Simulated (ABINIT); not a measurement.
# Quasiparticle gap of YHSe (P-6m2) in ABINIT, part 2 of 3

Wanted: ground state, empty states, screening and self-energy for YHSe (P-6m2).

ABINIT 10.8.3; LDA and many-body steps on it, plane waves. Known limits of the many-body steps: not at the basis limit; no spin-orbit coupling; coarse k mesh.

So far. Step 2 (Ground state): The gap is indirect, with the least direct gap 0.37 eV higher.

## 3. Bands along the symmetry lines

Level of this step: DFT, LDA, plane waves, norm-conserving pseudopotentials (ABINIT).

The cheap functional maps the bands first; the places of the edges decide which points the dearer methods must see.

Contents of run.abi:

```
acell 3*1.0 Angstrom
rprim 
  3.840931335803 -0.000000000001 0.000000000000
  -1.920465667901 3.326344110998 0.000000000000
  0.000000000000 0.000000000000 3.915549560000
ntypat 3
znucl 39 1 34
natom 3
typat 1 2 3
xred 
  0.000000000000 0.000000000000 0.000000000000
  0.333333333333 0.666666666667 0.000000000000
  0.666666666667 0.333333333333 0.500000000000
pp_dirpath "pseudos"
pseudos "Y.upf, H.upf, Se.upf"
ecut 48
iscf -2
irdden 1
kptopt 0
nkpt 75
kpt 
  0.00000000 0.00000000 0.00000000
  0.06250000 0.00000000 0.00000000
  0.12500000 0.00000000 0.00000000
  0.18750000 0.00000000 0.00000000
  0.25000000 0.00000000 0.00000000
  0.31250000 0.00000000 0.00000000
  0.37500000 0.00000000 0.00000000
  0.43750000 0.00000000 0.00000000
  0.50000000 0.00000000 0.00000000
  0.47916667 0.04166667 0.00000000
  0.45833333 0.08333333 0.00000000
  0.43750000 0.12500000 0.00000000
  0.41666666 0.16666666 0.00000000
  0.39583333 0.20833333 0.00000000
  0.37500000 0.25000000 0.00000000
  0.35416666 0.29166666 0.00000000
  0.33333333 0.33333333 0.00000000
  0.29166666 0.29166666 0.00000000
  0.25000000 0.25000000 0.00000000
  0.20833333 0.20833333 0.00000000
  0.16666666 0.16666666 0.00000000
  0.12500000 0.12500000 0.00000000
  0.08333333 0.08333333 0.00000000
  0.04166667 0.04166667 0.00000000
  0.00000000 0.00000000 0.00000000
  0.00000000 0.00000000 0.06250000
  0.00000000 0.00000000 0.12500000
  0.00000000 0.00000000 0.18750000
  0.00000000 0.00000000 0.25000000
  0.00000000 0.00000000 0.31250000
  0.00000000 0.00000000 0.37500000
  0.00000000 0.00000000 0.43750000
  0.00000000 0.00000000 0.50000000
  0.06250000 0.00000000 0.50000000
  0.12500000 0.00000000 0.50000000
  0.18750000 0.00000000 0.50000000
  0.25000000 0.00000000 0.50000000
  0.31250000 0.00000000 0.50000000
  0.37500000 0.00000000 0.50000000
  0.43750000 0.00000000 0.50000000
  0.50000000 0.00000000 0.50000000
  0.47916667 0.04166667 0.50000000
  0.45833333 0.08333333 0.50000000
  0.43750000 0.12500000 0.50000000
  0.41666666 0.16666666 0.50000000
  0.39583333 0.20833333 0.50000000
  0.37500000 0.25000000 0.50000000
  0.35416666 0.29166666 0.50000000
  0.33333333 0.33333333 0.50000000
  0.29166666 0.29166666 0.50000000
  0.25000000 0.25000000 0.50000000
  0.20833333 0.20833333 0.50000000
  0.16666666 0.16666666 0.50000000
  0.12500000 0.12500000 0.50000000
  0.08333333 0.08333333 0.50000000
  0.04166667 0.04166667 0.50000000
  0.00000000 0.00000000 0.50000000
  0.50000000 0.00000000 0.50000000
  0.50000000 0.00000000 0.43750000
  0.50000000 0.00000000 0.37500000
  0.50000000 0.00000000 0.31250000
  0.50000000 0.00000000 0.25000000
  0.50000000 0.00000000 0.18750000
  0.50000000 0.00000000 0.12500000
  0.50000000 0.00000000 0.06250000
  0.50000000 0.00000000 0.00000000
  0.33333333 0.33333333 0.50000000
  0.33333333 0.33333333 0.43750000
  0.33333333 0.33333333 0.37500000
  0.33333333 0.33333333 0.31250000
  0.33333333 0.33333333 0.25000000
  0.33333333 0.33333333 0.18750000
  0.33333333 0.33333333 0.12500000
  0.33333333 0.33333333 0.06250000
  0.33333333 0.33333333 0.00000000
istwfk *1
nband 25
nbdbuf 2
tolwfr 1e-08
nstep 40
prtwf 0
prtvol 0
indata_prefix "in"
outdata_prefix "out"
tmpdata_prefix "tmp"
```

Launch:

```
$ OMP_NUM_THREADS=1 mpirun -n 4 abinit run.abi > log
```

Numbers of over 12 decimals in the logs are rounded to 6 here.

The program printed:

```text
.Version 10.8.3 of ABINIT. v10.8.2 released Aug 2026.

 Symmetries : space group P-6 m 2 (#187); Bravais hP (primitive hexag.)
[... echo of the input left out ...]
== DATASET  1 ==================================================================
-   mpi_nproc: 4, omp_nthreads: 1 (-1 if OMP is not activated)

--- !DatasetInfo
iteration_state: {dtset: 1, }
dimensions: {natom: 3, nkpt: 75, mband: 25, nsppol: 1, nspinor: 1, nspden: 1, mpw: 5387, }
cutoff_energies: {ecut:  48.0, pawecutdg:  -1.0, }
electrons: {nelect:   3.60000000E+01, charge:   0.00000000E+00, occopt:   1.00000000E+00, tsmear:   1.00000000E-02, }

 Real(R)+Recip(G) space primitive vectors, cartesian coordinates (Bohr,Bohr^-1):
 R(1)=  7.2583083  0.0000000  0.0000000  G(1)=  0.1377732  0.0795434  0.0000000
 R(2)= -3.6291541  6.2858794  0.0000000  G(2)=  0.0000000  0.1590867  0.0000000
 R(3)=  0.0000000  0.0000000  7.3993163  G(3)=  0.0000000  0.0000000  0.1351476
 Unit cell volume ucvol=  3.3759270E+02 bohr^3
 Angles (23,13,12)=  9.00000000E+01  9.00000000E+01  1.20000000E+02 degrees

 getcut: wavevector=  0.0000  0.0000  0.0000  ngfft=  48  48  48
         ecut(hartree)=     48.000   => boxcut(ratio)=   2.08000

--- Pseudopotential description ------------------------------------------------
- Y Generated using ONCVPSP code by D. R. Hamann
- 39.00000  11.00000  180309                  znucl, zion, pspdat
12 -1012 2 -1 1724                            pspcod,pspxc,lmax,lloc,mmax
     nproj     2     2     2
  pspatm : epsatm=   18.49213021
         --- l  ekb(1:nproj) -->
             0   10.120424    0.869710
             1    5.584292    0.424948
             2    1.196176    0.310479
 pspatm: atomic psp has been read  and splines computed

- H Generated using ONCVPSP code by D. R. Hamann
-  1.00000   1.00000  180309                  znucl, zion, pspdat
12 -1012 1 -1 1180                            pspcod,pspxc,lmax,lloc,mmax
     nproj     2     1     0
  pspatm : epsatm=    0.35439867
         --- l  ekb(1:nproj) -->
[...]
1   -0.275071
 pspatm: atomic psp has been read  and splines computed

- Se Generated using ONCVPSP code by D. R. Hamann
- 34.00000  24.00000  180309                  znucl, zion, pspdat
12 -1012 2 -1 1198                            pspcod,pspxc,lmax,lloc,mmax
     nproj     2     2     2
  pspatm : epsatm=   25.89836092
         --- l  ekb(1:nproj) -->
[...]
pspatm: atomic psp has been read  and splines computed

--------------------------------------------------------------------------------

================================================================================
 prteigrs : about to open file out_EIG
 Non-SCF case, kpt    1 (  0.00000  0.00000  0.00000), residuals and eigenvalues=
  6.57E-09  5.64E-09  2.20E-09  2.95E-09  6.77E-09  1.36E-09  5.13E-09  2.80E-09
[...]
2.34E-04
[...]
Non-SCF case, kpt    3 (  0.12500  0.00000  0.00000), residuals and eigenvalues=
[...]
Non-SCF case, kpt   74 (  0.33333  0.33333  0.06250), residuals and eigenvalues=
[...]
Non-SCF case, kpt   75 (  0.33333  0.33333  0.00000), residuals and eigenvalues=
[...]
-5.3946E-01 -1.7932E-01  1.0455E-01  1.2312E-01  1.8248E-01  2.4274E-01
  3.4406E-01  3.6850E-01  3.8176E-01  5.0942E-01  5.2677E-01  5.5622E-01
[...]
--- !ResultsGS
iteration_state: {dtset: 1, }
comment   : Summary of ground state results
lattice_vectors:
- [  7.2583083,  -0.0000000,   0.0000000, ]
- [ -3.6291541,   6.2858794,   0.0000000, ]
- [  0.0000000,   0.0000000,   7.3993163, ]
lattice_lengths: [   7.25831,    7.25831,    7.39932, ]
lattice_angles: [ 90.000,  90.000, 120.000, ] # degrees, (23, 13, 12)
lattice_volume:   3.3759270E+02
convergence: {deltae:  0.000E+00, res2:  0.000E+00, residm:  9.967E-09, diffor:  0.000E+00, }
etotal    :  -3.83081732E+02
entropy   :   0.00000000E+00
fermie    :   2.69134104E-01
cartesian_stress_tensor: null
pressure_GPa: null
xred      :
- [  0.0000E+00,   0.0000E+00,   0.0000E+00,  Y]
- [  3.3333E-01,   6.6667E-01,   0.0000E+00,  H]
- [  6.6667E-01,   3.3333E-01,   5.0000E-01, Se]
cartesian_forces: null
force_length_stats: {min: null, max: null, mean: null, }

 Integrated electronic density in atomic spheres:
 ------------------------------------------------
 Atom  Sphere_radius  Integrated_density
[...]
================================================================================

 ----iterations are completed or convergence reached----

 Mean square residual over all n,k,spin=   48.596E-10; max=  99.674E-10
 reduced coordinates (array xred) for    3 atoms
[...]
0.333333333333      0.666666666667      0.000000000000
       0.666666666667      0.333333333333      0.500000000000

 cartesian coordinates (angstrom) at end:
    1      0.000000     0.000000     0.000000
    2      3.3e-13     2.217563     0.000000
    3      1.920466     1.108781     1.957775
 length scales=  1.889726125908  1.889726125908  1.889726125908 bohr
              =  1.000000000000  1.000000000000  1.000000000000 angstroms
 prteigrs : about to open file out_EIG
 Eigenvalues (hartree) for nkpt=  75  k points:
 kpt#   1, nband= 25, wtk=  1.00000, kpt=  0.0000  0.0000  0.0000 (reduced coord)
[...]
kpt#   2, nband= 25, wtk=  1.00000, kpt=  0.0625  0.0000  0.0000 (reduced coord)
[...]
kpt#   3, nband= 25, wtk=  1.00000, kpt=  0.1250  0.0000  0.0000 (reduced coord)
[...]
kpt#  74, nband= 25, wtk=  1.00000, kpt=  0.3333  0.3333  0.0625 (reduced coord)
[...]
0.57610
 kpt#  75, nband= 25, wtk=  1.00000, kpt=  0.3333  0.3333  0.0000 (reduced coord)
[...]
-1.46335   -1.27428   -0.54610   -0.54570   -0.53946   -0.17932    0.10455    0.12312
   0.18248    0.24274    0.34406    0.36850    0.38176    0.50942    0.52677    0.55622
   0.59189

== END DATASET(S) ==============================================================
================================================================================

 -outvars: echo values of variables after computation  --------
            nband          25
             nkpt          75
          spgroup         187
 [... the other variables as echoed above ...]

 Calculation completed.
```

Elapsed: 42 s, on 4 MPI ranks of Arm Neoverse V1, shared host; peak memory 0.43 GiB; 2.8 min of CPU time.

This step gave:

- gap: 1.364 eV
- k of the valence top: 0, 0, 0.5
- k of the conduction bottom: 0, 0, 0
- least direct gap: 1.737 eV

The gap is 1.364 eV, as in the run before at this level.

The electronic bands at the labelled points (eV, zero at the top of the highest filled band):

| point | band 15 | band 16 | band 17 | band 18 | band 19 | band 20 | band 21 | band 22 |
| --- | --- | --- | --- | --- | --- | --- | --- | --- |
| Γ | -3.58 | -1.68 | -1.56 | -1.56 | 1.36 | 3.74 | 3.74 | 3.94 |
| halfway | -4.42 | -2.07 | -1.96 | -1.48 | 2.03 | 3.59 | 3.71 | 3.98 |
| M | -5.28 | -2.38 | -2.12 | -1.45 | 2.67 | 3.29 | 4.26 | 4.43 |
| halfway | -5.02 | -3.03 | -2.37 | -0.97 | 2.43 | 2.47 | 3.90 | 5.65 |
| K | -4.48 | -3.97 | -2.36 | -0.72 | 2.04 | 2.70 | 3.06 | 6.54 |
| halfway | -4.54 | -2.22 | -2.14 | -1.39 | 2.11 | 3.17 | 3.50 | 4.53 |
| Γ | -3.58 | -1.68 | -1.56 | -1.56 | 1.36 | 3.74 | 3.74 | 3.94 |
| halfway | -5.16 | -1.36 | -1.36 | -0.61 | 2.21 | 2.21 | 2.38 | 4.45 |
| A | -6.28 | -1.15 | -1.15 | 0.00 | 1.74 | 1.74 | 3.66 | 3.66 |
| halfway | -5.28 | -2.56 | -2.03 | -1.82 | 2.79 | 3.23 | 3.90 | 5.05 |
| L | -3.92 | -3.65 | -3.13 | -2.31 | 3.54 | 4.78 | 4.87 | 5.78 |
| halfway | -3.80 | -3.74 | -3.12 | -2.41 | 3.92 | 4.63 | 5.00 | 5.17 |
| H | -3.97 | -3.60 | -3.02 | -2.49 | 3.91 | 4.22 | 5.05 | 5.67 |
| halfway | -4.99 | -2.85 | -2.31 | -2.00 | 3.10 | 3.45 | 4.17 | 5.28 |
| A | -6.28 | -1.15 | -1.15 | 0.00 | 1.74 | 1.74 | 3.66 | 3.66 |
| jump to L | -3.92 | -3.65 | -3.13 | -2.31 | 3.54 | 4.78 | 4.87 | 5.78 |
| halfway | -4.85 | -3.05 | -2.31 | -1.93 | 2.74 | 4.07 | 4.22 | 4.99 |
| M | -5.28 | -2.38 | -2.12 | -1.45 | 2.67 | 3.29 | 4.26 | 4.43 |
| jump to H | -3.97 | -3.60 | -3.02 | -2.49 | 3.91 | 4.22 | 5.05 | 5.67 |
| halfway | -4.30 | -3.31 | -3.08 | -2.04 | 3.61 | 3.86 | 4.03 | 5.63 |
| K | -4.48 | -3.97 | -2.36 | -0.72 | 2.04 | 2.70 | 3.06 | 6.54 |

The electronic bands as a text plot (rows in eV, shown from -8.0 to 3.9 only):

```
    3.7 |+++++    +  +  ++++    +++  +  +++  +  +++ +   +++  ++
    3.2 | ++  +++  ++   ++  +      +++++         +++ ++  ++   +++
    2.7 |      +++ ++  +  +  +++   + +            ++   ++ +    ++
    2.2 | +++++   +++++++++    +  +++              ++           +
    1.7 |+                 + ++ +++                 +
    1.2 |                   +
    0.7 |
    0.2 |                        *
   -0.3 |                      ** *                 *
   -0.8 |         *****       *    *                            *
   -1.3 | ********     ***   ********              **     *    *
   -1.8 |******          ****      ****          ***    **    *
   -2.3 |   *************           * *************  ******  *  *
   -2.8 |        *     *             ***     * ***   ** ** *****
   -3.3 |         *   *                ****** * *     **    **
   -3.8 |**        ***    ***           ********     *     *  ***
   -4.3 |  **       *    *   *         **       *    **     *****
   -4.8 |    *    ** ****     *       *          *     *
   -5.3 |     ****                   *            *     ***
   -5.8 |                      **  **              *
   -6.3 |                        **                 *
   -6.8 |
   -7.3 |
   -7.8 |
         Γ     M    K       Γ     A      L   H      A|L   M|H   K
```

## 4. Empty states on the mesh, 3×3×4 mesh, 55 bands

The sums over transitions need many empty states on a uniform mesh; this step solves for them.

Contents of run.abi:

```
acell 3*1.0 Angstrom
rprim 
  3.840931335803 -0.000000000001 0.000000000000
  -1.920465667901 3.326344110998 0.000000000000
  0.000000000000 0.000000000000 3.915549560000
ntypat 3
znucl 39 1 34
natom 3
typat 1 2 3
xred 
  0.000000000000 0.000000000000 0.000000000000
  0.333333333333 0.666666666667 0.000000000000
  0.666666666667 0.333333333333 0.500000000000
pp_dirpath "pseudos"
pseudos "Y.upf, H.upf, Se.upf"
ecut 48
ngkpt 3 3 4
nshiftk 1
shiftk 0 0 0
kptopt 1
chksymbreak 0
iscf -2
irdden 1
istwfk *1
nband 55
nbdbuf 4
tolwfr 1e-09
nstep 60
prtvol 0
indata_prefix "in"
outdata_prefix "out"
tmpdata_prefix "tmp"
```

The program printed:

```text
.Version 10.8.3 of ABINIT. v10.8.2 released Aug 2026.

 Symmetries : space group P-6 m 2 (#187); Bravais hP (primitive hexag.)
[... echo of the input left out ...]
== DATASET  1 ==================================================================
-   mpi_nproc: 4, omp_nthreads: 1 (-1 if OMP is not activated)

--- !DatasetInfo
iteration_state: {dtset: 1, }
dimensions: {natom: 3, nkpt: 9, mband: 55, nsppol: 1, nspinor: 1, nspden: 1, mpw: 5376, }
cutoff_energies: {ecut:  48.0, pawecutdg:  -1.0, }
electrons: {nelect:   3.60000000E+01, charge:   0.00000000E+00, occopt:   1.00000000E+00, tsmear:   1.00000000E-02, }

 Real(R)+Recip(G) space primitive vectors, cartesian coordinates (Bohr,Bohr^-1):
 R(1)=  7.2583083  0.0000000  0.0000000  G(1)=  0.1377732  0.0795434  0.0000000
 R(2)= -3.6291541  6.2858794  0.0000000  G(2)=  0.0000000  0.1590867  0.0000000
 R(3)=  0.0000000  0.0000000  7.3993163  G(3)=  0.0000000  0.0000000  0.1351476
 Unit cell volume ucvol=  3.3759270E+02 bohr^3
 Angles (23,13,12)=  9.00000000E+01  9.00000000E+01  1.20000000E+02 degrees

 getcut: wavevector=  0.0000  0.0000  0.0000  ngfft=  48  48  48
         ecut(hartree)=     48.000   => boxcut(ratio)=   2.08000

--- Pseudopotential description ------------------------------------------------
- Y Generated using ONCVPSP code by D. R. Hamann
- 39.00000  11.00000  180309                  znucl, zion, pspdat
12 -1012 2 -1 1724                            pspcod,pspxc,lmax,lloc,mmax
     nproj     2     2     2
  pspatm : epsatm=   18.49213021
         --- l  ekb(1:nproj) -->
             0   10.120424    0.869710
             1    5.584292    0.424948
             2    1.196176    0.310479
 pspatm: atomic psp has been read  and splines computed

- H Generated using ONCVPSP code by D. R. Hamann
-  1.00000   1.00000  180309                  znucl, zion, pspdat
12 -1012 1 -1 1180                            pspcod,pspxc,lmax,lloc,mmax
     nproj     2     1     0
  pspatm : epsatm=    0.35439867
         --- l  ekb(1:nproj) -->
[...]
1   -0.275071
 pspatm: atomic psp has been read  and splines computed

- Se Generated using ONCVPSP code by D. R. Hamann
- 34.00000  24.00000  180309                  znucl, zion, pspdat
12 -1012 2 -1 1198                            pspcod,pspxc,lmax,lloc,mmax
     nproj     2     2     2
  pspatm : epsatm=   25.89836092
         --- l  ekb(1:nproj) -->
[...]
pspatm: atomic psp has been read  and splines computed

--------------------------------------------------------------------------------

================================================================================
 prteigrs : about to open file out_EIG
 Non-SCF case, kpt    1 (  0.00000  0.00000  0.00000), residuals and eigenvalues=
  4.02E-10  2.50E-10  2.56E-10  3.54E-10  1.73E-10  3.75E-10  8.69E-10  2.11E-10
  4.31E-10  8.68E-10  2.23E-10  2.56E-10  8.01E-10  1.52E-10  4.97E-10  2.65E-10
  2.78E-10  8.12E-10  6.96E-10  2.73E-10  4.22E-10  2.66E-10  8.64E-10  5.87E-10
[...]
7.80E-10  9.72E-10  5.16E-10  4.58E-10  6.09E-10  5.30E-06  8.15E-05
 -7.3163E+00 -5.1134E+00 -5.1125E+00 -5.1125E+00 -1.4646E+00 -1.4644E+00
 -1.4644E+00 -1.4634E+00 -1.4634E+00 -1.2752E+00 -5.4129E-01 -5.3767E-01
 -5.3767E-01 -2.1721E-01  1.3745E-01  2.0723E-01  2.1166E-01  2.1166E-01
[...]
1.3347E+00  1.3846E+00  1.4190E+00  1.4190E+00  1.5159E+00  1.5159E+00
  1.5807E+00  1.5835E+00  1.6029E+00  1.6029E+00  1.6029E+00  1.6949E+00
  1.7423E+00
 prteigrs : prtvol=0 or 1, do not print more k-points.

--- !ResultsGS
iteration_state: {dtset: 1, }
comment   : Summary of ground state results
lattice_vectors:
- [  7.2583083,  -0.0000000,   0.0000000, ]
- [ -3.6291541,   6.2858794,   0.0000000, ]
- [  0.0000000,   0.0000000,   7.3993163, ]
lattice_lengths: [   7.25831,    7.25831,    7.39932, ]
lattice_angles: [ 90.000,  90.000, 120.000, ] # degrees, (23, 13, 12)
lattice_volume:   3.3759270E+02
convergence: {deltae:  0.000E+00, res2:  0.000E+00, residm:  9.956E-10, diffor:  0.000E+00, }
etotal    :  -3.83081732E+02
entropy   :   0.00000000E+00
fermie    :   2.69134104E-01
cartesian_stress_tensor: null
pressure_GPa: null
xred      :
- [  0.0000E+00,   0.0000E+00,   0.0000E+00,  Y]
- [  3.3333E-01,   6.6667E-01,   0.0000E+00,  H]
- [  6.6667E-01,   3.3333E-01,   5.0000E-01, Se]
cartesian_forces: null
force_length_stats: {min: null, max: null, mean: null, }

 Integrated electronic density in atomic spheres:
 ------------------------------------------------
 Atom  Sphere_radius  Integrated_density
[...]
================================================================================

 ----iterations are completed or convergence reached----

 Mean square residual over all n,k,spin=   47.899E-11; max=  99.559E-11
 reduced coordinates (array xred) for    3 atoms
[...]
0.333333333333      0.666666666667      0.000000000000
       0.666666666667      0.333333333333      0.500000000000

 cartesian coordinates (angstrom) at end:
    1      0.000000     0.000000     0.000000
    2      3.3e-13     2.217563     0.000000
    3      1.920466     1.108781     1.957775
 length scales=  1.889726125908  1.889726125908  1.889726125908 bohr
              =  1.000000000000  1.000000000000  1.000000000000 angstroms
 prteigrs : about to open file out_EIG
 Eigenvalues (hartree) for nkpt=   9  k points:
 kpt#   1, nband= 55, wtk=  0.02778, kpt=  0.0000  0.0000  0.0000 (reduced coord)
[...]
0.98519    1.01507    1.01507    1.03995    1.17338    1.17338    1.19054    1.26514
   1.28288    1.33473    1.33473    1.38463    1.41904    1.41904    1.51588    1.51588
   1.58069    1.58346    1.60286    1.60286    1.60286    1.69494    1.74226
 prteigrs : prtvol=0 or 1, do not print more k-points.

== END DATASET(S) ==============================================================
================================================================================

 -outvars: echo values of variables after computation  --------
            nband          55
             nkpt           9
          spgroup         187
 [... the other variables as echoed above ...]

 Calculation completed.
```

Wall time 19 s (4 MPI ranks); peak memory 0.31 GiB.

This step gave:

```yaml
gap: 1.364 eV
k_of_the_valence_top: 0, 0, 0.5
k_of_the_conduction_bottom: 0, 0, 0
least_direct_gap: 1.737 eV
k_points_computed: 9
lowest_point_of_the_top_converged_band_above_the_valence_top: 32.82 eV
```

On this mesh the gap is 1.364 eV.

[end of part 2 of 3]

[Paths, hosts, dates, memory and timing lines, banners, echoed tables and standing remarks are left out of the program output.]

[Logs are printed without paths, hosts, clocks, repeated set-up lines and the standing remarks that a program may print on its own settings, such as how far it seeks lower states.]

[Runs of the session that timed out or met a known fault of the program may be left out.]

[Hosts, paths, dates, database ids (printed as entryN), source tags and the programs' standing remarks are cut or masked in the printed files.]

[G0W0 gaps are taken among the corrected bands and points alone; a level outside them can change the order at an edge.]

[Where Ansatz stands beside ABINIT at settings called matched, ABINIT's density can come from a denser mesh and the files from another edition; pairs whose starting gaps differed by over 0.03 eV were left out, so agreement reads better than it is.]
